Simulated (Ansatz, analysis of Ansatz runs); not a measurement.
# Be3N2 (P6_3/mmc), nudged elastic band: H transfer from N to N (q = +1), part 2 of 6

How high is the barrier when H changes place in Be3N2 (P6_3/mmc)? The case: H transfer from N to N, charge +1, in a cell of 120 host atoms with 1 H put in.

Ansatz 0.2.0; plane-wave PAW DFT, PBEsol; nudged elastic band between two relaxed defect structures at fixed charge in a uniform background.

So far: Set-up; Relaxation of the start point, charge +1.

### Step 3. Relaxation of the end point, charge +1

Level of this step: plane-wave PAW DFT, PBEsol; relaxation of all atoms of a defect supercell at fixed charge in a uniform background (Ansatz).

The end point is relaxed in the same cell and settings, so that the two energies compare. Atoms more than 3.2 Å from the middle of the hop start where the first relaxation left them, the nearer ones on or close to their ideal places, with small random displacements.

Contents of qp1.end/input.yaml:

```yaml
crystal:
  lattice:
    - [8.51188336, 4.91433815, 0.0]
    - [-8.51188336, 4.91433815, 0.0]
    - [0.0, 0.0, 9.71005664]
  atoms:
    - { symbol: Be, position: [-0.0027009, 0.32925323, 0.07918927] }
    - { symbol: Be, position: [0.16837529, 0.16701701, 0.07771398] }
    - { symbol: Be, position: [0.33458812, 0.00401884, 0.07916463] }
    - { symbol: Be, position: [-0.00202217, 0.16672403, 0.57807817] }
    - { symbol: Be, position: [0.16807101, 0.000634, 0.57884571] }
    - { symbol: Be, position: [0.33333333, 0.33333333, 0.57824696] }
    - { symbol: Be, position: [0.00081598, 0.16556113, 0.92151805] }
    - { symbol: Be, position: [0.16451012, -0.00285272, 0.92208324] }
    - { symbol: Be, position: [0.33333333, 0.33333333, 0.92175304] }
    - { symbol: Be, position: [0.00151909, 0.3360984, 0.4214822] }
    - { symbol: Be, position: [0.16192906, 0.16279189, 0.4195816] }
    - { symbol: Be, position: [0.33212822, -0.00282163, 0.42147437] }
    - { symbol: Be, position: [-0.00078509, -0.00091702, 0.24680573] }
    - { symbol: Be, position: [0.1658086, 0.33233005, 0.25016651] }
    - { symbol: Be, position: [0.33305455, 0.16674415, 0.25897408] }
    - { symbol: Be, position: [4.133e-05, -0.00034657, 0.74893575] }
    - { symbol: Be, position: [0.16530141, 0.33207729, 0.74988872] }
    - { symbol: Be, position: [0.33201384, 0.16426041, 0.75911704] }
    - { symbol: "N", position: [-0.00104924, -0.00048939, 0.00013154] }
    - { symbol: "N", position: [0.16633188, 0.33281554, -0.00018513] }
    - { symbol: "N", position: [0.33349447, 0.16704524, -0.00376345] }
    - { symbol: "N", position: [-6.888e-05, -0.00108633, 0.50049064] }
    - { symbol: "N", position: [0.1655256, 0.33198041, 0.49939095] }
    - { symbol: "N", position: [0.33204305, 0.16534768, 0.49595625] }
    - { symbol: "N", position: [-0.00028767, 0.33298646, 0.24996681] }
    - { symbol: "N", position: [0.16595155, 0.16584877, 0.24903028] }
    - { symbol: "N", position: [0.33336353, 0.000312, 0.24995271] }
    - { symbol: "N", position: [-0.00097905, 0.16583757, 0.74967961] }
    - { symbol: "N", position: [0.16587508, -0.00201352, 0.75046253] }
    - { symbol: "N", position: [0.33333333, 0.33333333, 0.75] }
    - { symbol: Be, position: [-0.00287595, 0.83143427, 0.07765613] }
    - { symbol: Be, position: [0.16949764, 0.66668028, 0.07775071] }
    - { symbol: Be, position: [0.32904095, 0.49776093, 0.07931638] }
    - { symbol: Be, position: [-0.00069104, 0.66656222, 0.5786304] }
    - { symbol: Be, position: [0.17047978, 0.50299205, 0.57916613] }
    - { symbol: Be, position: [0.33397097, 0.83005726, 0.57917428] }
    - { symbol: Be, position: [0.00290522, 0.66648997, 0.92212789] }
    - { symbol: Be, position: [0.15989276, 0.49328906, 0.9224703] }
    - { symbol: Be, position: [0.33314395, 0.83977876, 0.92246872] }
    - { symbol: Be, position: [0.00522613, 0.83525291, 0.41975361] }
    - { symbol: Be, position: [0.16397199, 0.66659425, 0.4209713] }
    - { symbol: Be, position: [0.33192327, 0.49501875, 0.42152063] }
    - { symbol: Be, position: [0.00066435, 0.5000149, 0.24121968] }
    - { symbol: Be, position: [0.1672731, 0.83323154, 0.24137104] }
    - { symbol: Be, position: [0.33411968, 0.66663114, 0.26262372] }
    - { symbol: Be, position: [0.00186642, 0.50067409, 0.74457975] }
    - { symbol: Be, position: [0.16768375, 0.83236347, 0.74464247] }
    - { symbol: Be, position: [0.33333333, 0.66666667, 0.75] }
    - { symbol: "N", position: [0.00016726, 0.49973723, 0.00287049] }
    - { symbol: "N", position: [0.16701325, 0.83342782, 0.00282932] }
    - { symbol: "N", position: [0.33371272, 0.6665725, -0.0092679] }
    - { symbol: "N", position: [0.00130272, 0.50051266, 0.50285821] }
    - { symbol: "N", position: [0.1673586, 0.83263704, 0.50284705] }
    - { symbol: "N", position: [0.33491559, 0.66660434, 0.49577807] }
    - { symbol: "N", position: [0.00026315, 0.83293672, 0.2489707] }
    - { symbol: "N", position: [0.16782058, 0.66664048, 0.24920765] }
    - { symbol: "N", position: [0.33309349, 0.49949452, 0.25048724] }
    - { symbol: "N", position: [0.0008511, 0.66648994, 0.75050723] }
    - { symbol: "N", position: [0.16971406, 0.50077263, 0.75092254] }
    - { symbol: "N", position: [0.33544784, 0.83225904, 0.75092344] }
    - { symbol: Be, position: [0.49752755, 0.32988903, 0.07944713] }
    - { symbol: Be, position: [0.66804678, 0.16639563, 0.07774581] }
    - { symbol: Be, position: [0.83418666, 0.0033572, 0.07945589] }
    - { symbol: Be, position: [0.49786183, 0.16644021, 0.57808568] }
    - { symbol: Be, position: [0.66802707, 0.01265057, 0.57635849] }
    - { symbol: Be, position: [0.83387632, 0.33243024, 0.5788348] }
    - { symbol: Be, position: [0.50171948, 0.16733092, 0.92150318] }
    - { symbol: Be, position: [0.66547107, -0.00348416, 0.92045397] }
    - { symbol: Be, position: [0.83394351, 0.33586385, 0.92208092] }
    - { symbol: Be, position: [0.50130972, 0.33553816, 0.42264093] }
    - { symbol: Be, position: [0.66571851, 0.17031495, 0.41964256] }
    - { symbol: Be, position: [0.83243394, -0.00232049, 0.42261747] }
    - { symbol: Be, position: [0.50009694, 0.00092639, 0.24988243] }
    - { symbol: Be, position: [0.66675414, 0.33417299, 0.24713001] }
    - { symbol: Be, position: [0.83293059, 0.16649781, 0.25892353] }
    - { symbol: Be, position: [0.49976619, 0.00099182, 0.7496277] }
    - { symbol: Be, position: [0.66666667, 0.33333333, 0.75] }
    - { symbol: Be, position: [0.8342632, 0.16879407, 0.75899924] }
    - { symbol: "N", position: [0.50005913, 0.00033201, -2.97e-05] }
    - { symbol: "N", position: [0.66604822, 0.33362697, -3.43e-06] }
    - { symbol: "N", position: [0.83303909, 0.16612605, -0.00370939] }
    - { symbol: "N", position: [0.50015563, 0.00119714, 0.49949453] }
    - { symbol: "N", position: [0.66761926, 0.33424293, 0.50037658] }
    - { symbol: "N", position: [0.83324699, 0.16773776, 0.49599705] }
    - { symbol: "N", position: [0.49981684, 0.33387792, 0.25114617] }
    - { symbol: "N", position: [0.66674862, 0.16745839, 0.24906545] }
    - { symbol: "N", position: [0.83259619, -0.00058864, 0.25112142] }
    - { symbol: "N", position: [0.49969254, 0.16718412, 0.74967767] }
    - { symbol: "N", position: [0.66709592, 0.00392873, 0.74836196] }
    - { symbol: "N", position: [0.83441286, 0.33504345, 0.7504491] }
    - { symbol: Be, position: [0.49796672, 0.83548476, 0.07932563] }
    - { symbol: Be, position: [0.67221784, 0.66673346, 0.08030346] }
    - { symbol: Be, position: [0.83227307, 0.50180656, 0.07762854] }
    - { symbol: Be, position: [0.5, 0.66666667, 0.57824696] }
    - { symbol: Be, position: [0.66666667, 0.5, 0.57824696] }
    - { symbol: Be, position: [0.83333333, 0.83333333, 0.57824696] }
    - { symbol: Be, position: [0.5, 0.66666667, 0.92175304] }
    - { symbol: Be, position: [0.66666667, 0.5, 0.92175304] }
    - { symbol: Be, position: [0.83333333, 0.83333333, 0.92175304] }
    - { symbol: Be, position: [0.50352838, 0.83827146, 0.42152941] }
    - { symbol: Be, position: [0.66595159, 0.6665976, 0.42327375] }
    - { symbol: Be, position: [0.83668394, 0.49806238, 0.41972431] }
    - { symbol: Be, position: [0.49993654, 0.50019938, 0.23805847] }
    - { symbol: Be, position: [0.66635631, 0.83305365, 0.23831885] }
    - { symbol: Be, position: [0.8338141, 0.66662477, 0.26094731] }
    - { symbol: Be, position: [0.5, 0.5, 0.75] }
    - { symbol: Be, position: [0.66666667, 0.83333333, 0.75] }
    - { symbol: Be, position: [0.83333333, 0.66666667, 0.75] }
    - { symbol: "N", position: [0.5, 0.5, 0.0] }
    - { symbol: "N", position: [0.66576661, 0.83265324, 0.0058725] }
    - { symbol: "N", position: [0.83264517, 0.66658301, -0.00566401] }
    - { symbol: "N", position: [0.5, 0.5, 0.5] }
    - { symbol: "N", position: [0.66677764, 0.83422458, 0.5114471] }
    - { symbol: "N", position: [0.83475427, 0.66656823, 0.49508748] }
    - { symbol: "N", position: [0.50024566, 0.8338065, 0.25050145] }
    - { symbol: "N", position: [0.66663269, 0.66665152, 0.25234114] }
    - { symbol: "N", position: [0.83397643, 0.5003554, 0.24894064] }
    - { symbol: "N", position: [0.5, 0.66666667, 0.75] }
    - { symbol: "N", position: [0.66666667, 0.5, 0.75] }
    - { symbol: "N", position: [0.83333333, 0.83333333, 0.75] }
    - { symbol: H, position: [0.606256, 0.56041, 0.75] }
total_charge: 1
basis:
  ecutwfc: 420
  xc_grid: 2
hamiltonian:
  xc: pbesol
kpoints:
  mp_grid: { grid: [1, 1, 1], shift: [0.25, 0.25, 0.25] }
scf:
  occupations: { method: fixed }
  max_iter: 150
output:
  forces: true
relax:
  f_tol: 0.02
  max_steps: 70
  random_displacement: { amplitude: 0.01, seed: 7956 }
```

On the command line:

```bash
ansatz run input.yaml --threads 4 --pin off --max-ram 14131MiB --backend cpu --events-out ev --progress --plain --runs-dir out
```

Numbers of over 12 decimals in the logs are rounded to 6 here.

What it wrote:

```text
[...]
Crystal: 121 atoms, lattice volume = 812.349 Å³
Basis set: ecut = 420 eV, 15933 PW (Γ), exchange–correlation on 144×144×144 points (8 copies of the dense FFT grid, shifted against one another)
Bands: 313, of which v1, the nominal top of the filled ones, is band 192 counted from 1 (191 counted from 0)
Symmetry: 1 space group operations
k-points: 1
[...]
SCF iter   1: F=—  HF=-24825.919782 eV  |F-HF|=—  |Δ(HF+E_count)|=         —  Δρ=8.19e-3  dr2=8.18e-1  ethr=1.77e-3  ⟨swp⟩=6.0  Hψ=1301  notcnv=0  defer=117
[...]
SCF iter   6: F=-24825.666700 eV  HF=-24825.666700 eV  |F-HF|=5.27e-8  |Δ(HF+E_count)|=   2.54e-5  Δρ=2.82e-5  dr2=3.84e-6  ethr=2.60e-9  ⟨swp⟩=3.0  Hψ=962  notcnv=0
SCF 1 converged in 6 iterations: F = -24825.666700 eV  dr2 = 3.84e-6
[...]
[... 1 atom left out ...]
  atom 121  H      0.00267992     0.00666592    -0.00011916
  max |Σ_I F_I| component: 1.40e-5 eV/Å
--- Relaxed structure (14 steps of the walk, 12 accepted, 0 SCFs on fresh bases) ---
  F+E_penalty+E_count = -24830.61485945 eV   max|allowed force component| = 1.488e-2 eV/Å
  atoms:
    - { symbol: Be, position: [0.003555, 0.333871, 0.079141] }
    - { symbol: Be, position: [0.166671, 0.167892, 0.077672] }
    [... 91 atoms left out ...]
    - { symbol: Be, position: [0.501102, 0.675766, 0.576335] }
    - { symbol: Be, position: [0.666200, 0.493633, 0.572028] }
    [... 1 atom left out ...]
    - { symbol: Be, position: [0.495792, 0.660379, 0.921755] }
    - { symbol: Be, position: [0.666077, 0.501007, 0.934025] }
    [... 7 atoms left out ...]
    - { symbol: Be, position: [0.484134, 0.492302, 0.713848] }
    - { symbol: Be, position: [0.666125, 0.834616, 0.762021] }
    - { symbol: Be, position: [0.847655, 0.674094, 0.714829] }
    [... 9 atoms left out ...]
    - { symbol: N, position: [0.500332, 0.664851, 0.748702] }
    - { symbol: N, position: [0.666068, 0.507682, 0.750585] }
    [... 1 atom left out ...]
    - { symbol: H, position: [0.664891, 0.612016, 0.775402] }
[key lines of the parts left out:]
SCF converged after 6 iterations
Free energy (F): -24830.614859 eV
Fermi energy:    7.717644 eV
```

Run time: 71 s. Hardware: 4 threads of Intel Xeon Platinum 8488C (Sapphire Rapids), shared host; peak memory 1.6 GiB; 4.3 min of CPU time.

Relaxation path:

| step | energy less that of the first step (eV) | largest force component (eV/Å) |
| --- | --- | --- |
| 1 | 0.0000 | 17.4533 |
| 2 | -3.1016 | 7.5400 |
| 3 | -4.1743 | 3.9390 |
| 4 | -4.7772 | 0.4851 |
| 5 | -4.8634 | 0.0588 |
| 6 | -4.8744 | 0.1047 |
| 7 | -4.8963 | 0.1273 |
| 8 | -4.8732 | 0.5148 |
| 9 | -4.9147 | 0.1114 |
| 10 | -4.9288 | 0.1343 |
| 11 | -4.9477 | 0.0129 |
| 12 | -4.9477 | 0.0128 |
| 13 | -4.9471 | 0.0520 |
| 14 | -4.9482 | 0.0149 |

Relaxation steps 8, 13 were tried and not accepted.

The atoms that moved most (Å, from the sites as typed, ahead of the random displacement):

| atom | dx | dy | dz | length |
| --- | --- | --- | --- | --- |
| H121 | 0.060 | 0.543 | 0.246 | 0.599 |
| Be106 | -0.070 | -0.115 | -0.351 | 0.376 |
| Be108 | 0.058 | 0.108 | -0.342 | 0.363 |
| Be77 | -0.001 | -0.005 | 0.275 | 0.276 |
| Be105 | -0.003 | -0.009 | -0.221 | 0.221 |
| Be104 | -0.004 | 0.001 | 0.219 | 0.219 |
| Be44 | -0.003 | -0.009 | 0.169 | 0.169 |
| Be75 | -0.003 | 0.002 | -0.169 | 0.169 |

Neighbours of H121 at the end:

| atom | distance (Å) |
| --- | --- |
| N119 | 1.059 |
| Be106 | 1.676 |
| Be108 | 1.688 |
| Be98 | 1.891 |
| N118 | 1.948 |
| N120 | 1.963 |
| Be107 | 2.186 |
| Be95 | 2.295 |

Numbers from this step:

| Quantity | Value |
| --- | --- |
| free energy | -24830.6149 eV |
| r.m.s. move of the farther half of the atoms | 0.04622 Å |
| largest move from the ideal geometry of this structure, a common shift of the far atoms taken out | 0.6032 Å |

The relaxation gained 4.948 eV and ended with a largest force component of 0.015 eV/Å. The end lies within 1 meV of the start.

(Part 2 of 6 ends here.)

[Logs are printed without paths, hosts, clocks, repeated set-up lines and the standing remarks that a program may print on its own settings, such as how far it seeks lower states.]

[Hosts, paths, dates, database ids (printed as entryN), source tags and the programs' standing remarks are cut or masked in the printed files.]
